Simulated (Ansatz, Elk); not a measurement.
## Bonding as seen by X-rays: AgS3Br

The structure of AgS3Br used here is made up (a known structure type with other elements) and was relaxed beforehand with r2SCAN. The aim is the Fourier transform of its all-electron density, F(hkl), set beside the sum over free spherical atoms that refinements use.

Method: DFT, PBE, all-electron APW+lo, Dirac cores, scalar-relativistic bands, static density, no spin, in Elk 11.2.3 (patched build).

The structure was built from a prototype and need not be the compound's stable phase.

**1. The structure**

Symmetry: Cmmm, No. 65, orthorhombic system. The conventional cell has a = 4.786 Å, b = 9.177 Å, c = 5.273 Å, α = 90.00°, β = 90.00°, γ = 90.00°. Nearest to Ag lie 6 S at 2.59 to 2.64 Å. Br has 2 S at 2.39 Å nearest. S has 2 S at 2.39 Å and 2 Ag at 2.59 Å nearest. Nearest to S lie 2 Br at 2.39 Å and 2 Ag at 2.64 Å. Farther neighbours and most contacts between anions are not listed.

**2. Ground state and structure factors**

An all-electron density is needed, since X-rays see the cores too. Task 0 finds the density and task 195 Fourier-transforms it; tshift is off so that phases refer to the origin typed.

elk.in reads:

```
tasks
  0
  195

xctype
  20

spinpol
  .false.

rgkmax
  7.0

gmaxvr
  14.0

lmaxo
  7

lmaxapw
  8

swidth
  0.002

tshift
  .false.

ramdisk
  .false.

hmaxvr
  5.5

maxscl
  120

epspot
  1e-06

sppath
  './'

avec
  4.52253260187 -8.67054007838 -0.00000000000
  4.52253260187 8.67054007838 -0.00000000000
  0.00000000000 0.00000000000 9.96442110668

atoms
  3
  'Ag.in'
  1
  -0.0000000000 -0.0000000000 0.0000000000   0.000000 0.000000 0.000000
  'Br.in'
  1
  0.5000000000 0.5000000000 0.5000000000   0.000000 0.000000 0.000000
  'S.in'
  3
  0.5000000000 0.0000000000 -0.0000000000   0.000000 0.000000 0.000000
  -0.0000000000 0.5000000000 -0.0000000000   0.000000 0.000000 0.000000
  0.0000000000 0.0000000000 0.5000000000   0.000000 0.000000 0.000000

ngridk
  5 5 4
```

The run is started by

```console
> OMP_NUM_THREADS=4 elk
```

Numbers of over 12 decimals in the logs are rounded to 6 here.

The program printed:

```text
┌─────────────────────────┐
│ Elk code version 11.2.3 │
└─────────────────────────┘

All units are atomic (Hartree, Bohr, etc.)

┌─────────────────────────────────────────────────┐
│ Ground-state run starting from atomic densities │
└─────────────────────────────────────────────────┘

Lattice vectors :
   4.522532602      -8.670540078      -0.000000000
   4.522532602       8.670540078      -0.000000000
   0.000000000       0.000000000       9.964421107

Reciprocal lattice vectors :
  0.6946534011     -0.3623295233       0.000000000
  0.6946534011      0.3623295233      -0.000000000
   0.000000000       0.000000000      0.6305620005

Unit cell volume      :    781.4657075
Brillouin zone volume :   0.3174166327

Muffin-tin inner radius fraction :   0.1000000000E-01

Nuclei treated as point charges

Species : 1 (Ag)
 parameters loaded from : Ag.in
 name : silver
 nuclear charge    :   -47.00000000
 electronic charge :    47.00000000
 atomic mass :    196631.6998
 muffin-tin radius :    2.600000000
 number of radial points in muffin-tin :   1193
 inner part over the whole radius :   0.9869554211E-02
 number on inner part of muffin-tin    :    849
 approximate nuclear radius :   0.8648227117E-04
 number of mesh points to nuclear radius :    425
 atomic positions (lattice), magnetic fields (Cartesian) :
  1 :   0.00000000  0.00000000  0.00000000    0.00000000  0.00000000  0.00000000

Species : 2 (Br)
 parameters loaded from : Br.in
 name : bromine
 nuclear charge    :   -35.00000000
 electronic charge :    35.00000000
 atomic mass :    145656.0816
 muffin-tin radius :    2.333495271
 number of radial points in muffin-tin :    993
 inner part over the whole radius :   0.9858215579E-02
 number on inner part of muffin-tin    :    702
 approximate nuclear radius :   0.7858070945E-04
 number of mesh points to nuclear radius :    344
 atomic positions (lattice), magnetic fields (Cartesian) :
  1 :   0.50000000  0.50000000  0.50000000    0.00000000  0.00000000  0.00000000

Species : 3 (S)
 parameters loaded from : S.in
 name : sulphur
 nuclear charge    :   -16.00000000
 electronic charge :    16.00000000
 atomic mass :    58450.91931
 muffin-tin radius :    2.139037331
 number of radial points in muffin-tin :    793
 inner part over the whole radius :   0.9974786031E-02
 number on inner part of muffin-tin    :    554
 approximate nuclear radius :   0.6195814986E-04
 number of mesh points to nuclear radius :    251
 atomic positions (lattice), magnetic fields (Cartesian) :
  1 :   0.50000000  0.00000000  0.00000000    0.00000000  0.00000000  0.00000000
  2 :   0.00000000  0.50000000  0.00000000    0.00000000  0.00000000  0.00000000
  3 :   0.00000000  0.00000000  0.50000000    0.00000000  0.00000000  0.00000000

Total number of atoms per unit cell :    5
Total muffin-tin volume :    249.8350342
 ratio of muffin-tin to unit cell volume :   0.3197005726

Spin treatment :
 spin-unpolarised

Number of Bravais lattice symmetries :    8
Number of crystal symmetries         :    8
Crystal has inversion symmetry
Real symmetric eigensolver will be used

k-point grid :      5     5     4
k-point offset :    0.000000000       0.000000000       0.000000000
k-point set is reduced with full crystal symmetry group
Total number of k-points :       27

Muffin-tin radius times maximum |G+k| :    7.000000000
 using average radius
Maximum |G+k| for APW functions       :    3.083535461
Maximum (1/2)|G+k|²                   :    4.754095469
Maximum |G| for potential and density :    14.00000000
Constant for pseudocharge density :    9
 order of it for each species :   16  16  16
 order of it for pair densities of each species (exact exchange by exxq0 0: 17) :   13  10   8
Radial integration step length :    1

G-vector grid sizes :     45    45    45
Number of G-vectors :    36135

Maximum angular momentum used for
 APW functions            :    8
 outer part of muffin-tin :    7
 inner part of muffin-tin :    2

Total nuclear charge    :   -130.0000000
[...]
correlation                 :     -6.125759
 electron entropic           :    -0.15024525305962E-02
 total energy                :     -9122.6362471236

Density of states at Fermi energy :    113.5957214
 (states/Hartree/unit cell)

Estimated indirect band gap :   0.2074764790E-02
 from k-point 20 to k-point 27
Estimated direct band gap   :   0.3723796375E-02
 at k-point 16

Charges :
 core                        :    76.00000000
 valence                     :    54.00000000
 interstitial                :    8.666879155
 muffin-tins (core leakage)
  species : 1 (Ag)
   atom 1                    :    45.19777135     ( -0.3322362829E-06)
  species : 2 (Br)
[...]
species : 3 (S)
[...]
total in muffin-tins        :    121.3331208
 total calculated charge     :    129.9985376
 total charge                :    130.0000000
 error                       :   0.1462408590E-02

RMS change in Kohn-Sham potential (target) :   0.3846151171     (  0.1000000000E-05)
Absolute change in total energy (target)   :   0.3543885052     (  0.1000000000E-03)

[... loops 3 to 16 left out ...]

┌──────────────────┐
│ Loop number : 17 │
└──────────────────┘

Energies :
 Fermi                       :     0.122099
 sum of occupied eigenvalues :     -5376.3760711695
 electron kinetic            :      9438.4691216997
 core electron kinetic       :      8965.7717888879
 Coulomb                     :     -18241.372285167
 Coulomb potential           :     -14400.457484022
 nuclear-nuclear             :     -954.57507841162
 electron-nuclear            :     -20190.888423910
 Hartree                     :      2904.0912171551
 Madelung                    :     -11041.143543156
 xc potential                :     -414.38770884771
 exchange                    :     -312.40710788515
 correlation                 :     -6.136208
 electron entropic           :    -0.15965144867452E-02
 total energy                :     -9121.4480756908

Density of states at Fermi energy :    117.6012932
 (states/Hartree/unit cell)

Estimated indirect band gap :   0.3440031549E-03
 from k-point 19 to k-point 6
Estimated direct band gap   :   0.4865443856E-02
 at k-point 25

Charges :
 core                        :    76.00000000
 valence                     :    54.00000000
 interstitial                :    8.271923445
 muffin-tins (core leakage)
  species : 1 (Ag)
[...]
species : 2 (Br)
[...]
species : 3 (S)
[...]
total in muffin-tins        :    121.7280766
 total calculated charge     :    129.9984969
 total charge                :    130.0000000
 error                       :   0.1503102313E-02

RMS change in Kohn-Sham potential (target) :   0.9526137895E-06 (  0.1000000000E-05)
Absolute change in total energy (target)   :   0.3461787492E-04 (  0.1000000000E-03)

Convergence targets achieved

┌──────────────────┐
│ Loop number : 18 │
└──────────────────┘

Energies :
 Fermi                       :     0.122099
 sum of occupied eigenvalues :     -5376.3760505265
 electron kinetic            :      9438.4691267900
 core electron kinetic       :      8965.7717831673
 Coulomb                     :     -18241.372278097
 Coulomb potential           :     -14400.457484721
 nuclear-nuclear             :     -954.57507841162
 electron-nuclear            :     -20190.888408415
 Hartree                     :      2904.0912087302
 Madelung                    :     -11041.143535736
 xc potential                :     -414.38769259519
 exchange                    :     -312.40710734692
 correlation                 :     -6.136208
 electron entropic           :    -0.15965150484707E-02
 total energy                :     -9121.4480630145

Density of states at Fermi energy :    117.6014513
 (states/Hartree/unit cell)

Estimated indirect band gap :   0.3440129204E-03
 from k-point 19 to k-point 6
Estimated direct band gap   :   0.4865309940E-02
 at k-point 25

Charges :
 core                        :    76.00000000
 valence                     :    54.00000000
 interstitial                :    8.271923692
 muffin-tins (core leakage)
  species : 1 (Ag)
[...]
species : 2 (Br)
[...]
species : 3 (S)
   atom 1                    :    14.17704516     (  0.1024785227E-03)
   atom 2                    :    14.17704516     (  0.1024785227E-03)
   atom 3                    :    14.21303318     (  0.1030564514E-03)
 total in muffin-tins        :    121.7280763
 total calculated charge     :    129.9984969
 total charge                :    130.0000000
 error                       :   0.1503102845E-02

┌──────────────────────────────┐
│ Self-consistent loop stopped │
└──────────────────────────────┘

Warning : core states of species 3 leak from the muffin-tin :   0.1030564514E-03

Wrote STATE.OUT
```

Run time: 41 s. Hardware: 4 threads of Arm Neoverse V1, shared host; peak memory 0.2 GiB; 1.9 min of CPU time.

SFACRHO.OUT:

```text

h k l indices transformed by vhmat matrix:
   1.000000000       0.000000000       0.000000000    
   0.000000000       1.000000000       0.000000000    
   0.000000000       0.000000000       1.000000000    

      h      k      l  multipl.   |H|            Re(F)            Im(F)           |F|

      0      0      0      1   0.0000000       130.00000      0.84133773E-16   130.00000    
      0      0      1      2  0.63056200       25.773385      0.50370766E-14   25.773385    
      1     -1      0      2  0.72465905       61.367754      0.85716470E-16   61.367754    
      0      1      0      4  0.78347050       24.922603      0.80474887E-14   24.922603    
     -1      1     -1      4  0.96059313      -27.372057     -0.41344860E-14   27.372057    
      0     -1      1      8   1.0057010       58.332037      0.90264608E-15   58.332037    
      0      0     -2      2   1.2611240       100.86256      0.93635017E-14   100.86256    
     -1      2      0      4   1.2899952       21.584907     -0.19432151E-14   21.584907    
      1      1      0      2   1.3893068       54.084428     -0.43713150E-14   54.084428    
     -1      2     -1      8   1.4358607       53.380146     -0.10206087E-13   53.380146    
     -2      2      0      2   1.4493181       95.568837      0.24144414E-15   95.568837    
     -1      1      2      4   1.4544980       53.097443     -0.91917449E-14   53.097443    
     -1      0      2      8   1.4846750       20.418775     -0.14554758E-13   20.418775    
      1      1     -1      4   1.5257070      -21.862580      0.37840056E-14   21.862580    
     -2      0      0      4   1.5669410       93.222687      0.42376211E-14   93.222687    
     -2      2      1      4   1.5805478       19.851940      0.43228171E-14   19.851940    
      0      2      1      8   1.6890567       19.102667      0.13178808E-13   19.102667    
     -1      2     -2      8   1.8040292       18.526924      0.56616562E-14   18.526924
```

Elk indexes on the primitive cell of elk.in and gives |H| = 4π sin θ/λ in inverse bohr. Below, one row stands for each form hkl of the conventional cell (m members, Friedel mates merged), F is for one primitive cell and the density is static (no thermal factor). Free-atom factors are Waasmaier and Kirfel's, and R is Σm||F|−|F'||/Σm|F|.

```tsv
hkl	m	sin θ/λ (Å⁻¹)	abs F, DFT	neutral atoms	diff.
001	2	0.095	25.773	25.881	-0.108
020	2	0.109	61.368	61.644	-0.276
110	4	0.118	24.923	24.981	-0.059
021	4	0.144	27.372	27.153	+0.219
111	8	0.151	58.332	58.575	-0.243
002	2	0.190	100.863	101.168	-0.305
130	4	0.194	21.585	21.776	-0.191
200	2	0.209	54.084	54.090	-0.005
131	8	0.216	53.380	53.544	-0.164
040	2	0.218	95.569	95.982	-0.413
022	4	0.219	53.097	53.325	-0.228
112	8	0.223	20.419	20.544	-0.126
201	4	0.229	21.863	21.214	+0.649
220	4	0.236	93.223	92.959	+0.264
041	4	0.238	19.852	19.953	-0.101
221	8	0.254	19.103	19.300	-0.197
132	8	0.271	18.527	18.633	-0.106
202	4	0.282	48.425	48.527	-0.102
```

**3. The highest occupied states alone**

An energy window below the Fermi level keeps the highest occupied states, to see at which angles they scatter; shallow core shells can lie inside it and anion s states outside. No new self-consistency is needed.

Changes to elk.in since step 2:

```diff
@@ -1,3 +1,2 @@
 tasks
-  0
   195
@@ -40,2 +39,5 @@
 
+wsfac
+  -0.318890 0.422100
+
 sppath
```

The run is started by

```console
> OMP_NUM_THREADS=4 elk
```

The program printed:

```text
┌─────────────────────────────────┐
│ Elk code version 11.2.3 started │
└─────────────────────────────────┘

Info(readinput): the functional depends on the density's gradient
 muffin-tin radial points multiplied by    2.00000
 (not where nrmtscf is given)

┌────────────────────┐
│ Current task : 195 │
└────────────────────┘
Info(checkmt): changed muffin-tin radius of species 2 (Br) from   2.4000 to   2.3335
Info(checkmt): changed muffin-tin radius of species 3 (S) from   2.2000 to   2.1390

Info(sfacrho): density structure factors written to SFACRHO.OUT

 Energy window :  -0.3188900000      0.4221000000

┌──────────────────┐
│ Elk code stopped │
└──────────────────┘
```

Elapsed: 15 s, on 4 threads; peak memory 0.17 GiB; 18 s of CPU time.

States within 12 eV below the Fermi level hold 30.40 electrons; any levels below the window count with the cores, and a count that is not whole means the window cuts a band. Their amplitudes can exceed the total, where window and core parts have opposite phase:

```tsv
hkl	sin θ/λ (Å⁻¹)	abs F, window	abs F, all
001	0.095	8.130	25.773
020	0.109	8.696	61.368
110	0.118	8.003	24.923
021	0.144	2.389	27.372
111	0.151	6.522	58.332
002	0.190	10.669	100.863
130	0.194	5.411	21.585
200	0.209	4.914	54.084
131	0.216	4.388	53.380
040	0.218	7.838	95.569
```

**4. Another functional**

The difference from free atoms is small, so it is set against the change that PBEsol makes.

Changes to elk.in since step 3:

```diff
@@ -1,2 +1,3 @@
 tasks
+  0
   195
@@ -4,3 +5,3 @@
 xctype
-  20
+  22
 
@@ -39,5 +40,2 @@
 
-wsfac
-  -0.318890 0.422100
-
 sppath
```

The run is started by

```console
> OMP_NUM_THREADS=4 elk
```

The program printed:

```text
┌─────────────────────────┐
│ Elk code version 11.2.3 │
└─────────────────────────┘

All units are atomic (Hartree, Bohr, etc.)

┌─────────────────────────────────────────────────┐
│ Ground-state run starting from atomic densities │
└─────────────────────────────────────────────────┘

Lattice vectors :
   4.522532602      -8.670540078      -0.000000000
   4.522532602       8.670540078      -0.000000000
   0.000000000       0.000000000       9.964421107

Reciprocal lattice vectors :
  0.6946534011     -0.3623295233       0.000000000
[...]
species : 1 (Ag)
[...]
species : 2 (Br)
[...]
species : 3 (S)
[...]
atom 2                    :    14.15677269     (  0.1032771568E-03)
   atom 3                    :    14.19162945     (  0.1038386867E-03)
 total in muffin-tins        :    121.6589531
 total calculated charge     :    129.9985093
 total charge                :    130.0000000
 error                       :   0.1490684432E-02

┌──────────────────────────────┐
│ Self-consistent loop stopped │
└──────────────────────────────┘

Warning : core states of species 3 leak from the muffin-tin :   0.1038386867E-03

Wrote STATE.OUT
[key lines of the parts left out:]
total energy                :     -9115.3386777542
```

The job ended after 41 s (4 threads; peak memory 0.2 GiB).

Against the first run R = 0.02 %; the largest change is -0.064 at 220.

**5. Basis size**

The basis and the expansions that go with it are enlarged, to see whether the differences are converged.

Changes to elk.in since step 4:

```diff
@@ -5,3 +5,3 @@
 xctype
-  22
+  20
 
@@ -11,12 +11,12 @@
 rgkmax
-  7.0
+  8.5
 
 gmaxvr
-  14.0
+  18.0
 
 lmaxo
-  7
+  9
 
 lmaxapw
-  8
+  10
```

The run is started by

```console
> OMP_NUM_THREADS=4 elk
```

The program printed:

```text
┌─────────────────────────┐
│ Elk code version 11.2.3 │
└─────────────────────────┘

All units are atomic (Hartree, Bohr, etc.)

┌─────────────────────────────────────────────────┐
│ Ground-state run starting from atomic densities │
└─────────────────────────────────────────────────┘

Lattice vectors :
   4.522532602      -8.670540078      -0.000000000
   4.522532602       8.670540078      -0.000000000
   0.000000000       0.000000000       9.964421107

Reciprocal lattice vectors :
  0.6946534011     -0.3623295233       0.000000000
[...]
species : 1 (Ag)
[...]
species : 2 (Br)
[...]
species : 3 (S)
[...]
atom 2                    :    14.18043412     (  0.1025640286E-03)
   atom 3                    :    14.21613910     (  0.1031373066E-03)
 total in muffin-tins        :    121.7462595
 total calculated charge     :    129.9997141
 total charge                :    130.0000000
 error                       :   0.2859463452E-03

┌──────────────────────────────┐
│ Self-consistent loop stopped │
└──────────────────────────────┘

Warning : core states of species 3 leak from the muffin-tin :   0.1031373066E-03

Wrote STATE.OUT
[key lines of the parts left out:]
total energy                :     -9121.4553408500
```

Elapsed: 1.8 min, on 4 threads; peak memory 0.42 GiB.

Against the first run R = 0.01 %; the largest change is -0.011 at 006.

**6. Settings against the effect**

```tsv
run	R against the first run (%)	R against neutral atoms, low angle (%)	wall time
PBE, rgkmax 7	0.00	0.49	41 s
PBEsol	0.02	0.51	41 s
rgkmax 8.5 with larger expansions	0.01	0.49	1.8 min
```

**7. Outcome**

| Item | Value |
| --- | --- |
| R against neutral atoms, sin θ/λ < 0.3 Å⁻¹ | 0.49 % |
| R against neutral atoms, 0.3 to 0.61 Å⁻¹ | 0.26 % |

Independent neutral atoms miss the calculated amplitudes by R = 0.49 % below 0.3 Å⁻¹ and 0.26 % from there to 0.61 Å⁻¹; by shells, 0.49 % below 0.15 Å⁻¹ (4 forms), 0.49 % 0.15 to 0.3 (17 forms), 0.27 % 0.3 to 0.45 (46 forms), 0.25 % above 0.45 (82 forms). Bonding, aspherical density and the tables' own atoms all enter these figures, and the runs don't part them. The largest change of an amplitude is +0.65 electrons, at 201. The window's part falls from 30.4 electrons at the origin to at most 0.58 between 0.45 and 0.61 Å⁻¹. Below 0.3 Å⁻¹ the changes that finished (PBEsol and rgkmax 8.5 with larger expansions) move F by R = 0.05 % at most, against the 0.49 % that separates it from free atoms. The k-mesh has no finished test. These runs have no spin, though d or f shells may be open. Part of the difference isn't bonding: the tables are fits to free atoms and ions calculated by other methods than this functional. Thermal motion, anomalous dispersion and extinction are left out.

[Logs are printed without paths, hosts, clocks, repeated set-up lines and the standing remarks that a program may print on its own settings, such as how far it seeks lower states.]

[Hosts, paths, dates, database ids (printed as entryN), source tags and the programs' standing remarks are cut or masked in the printed files.]
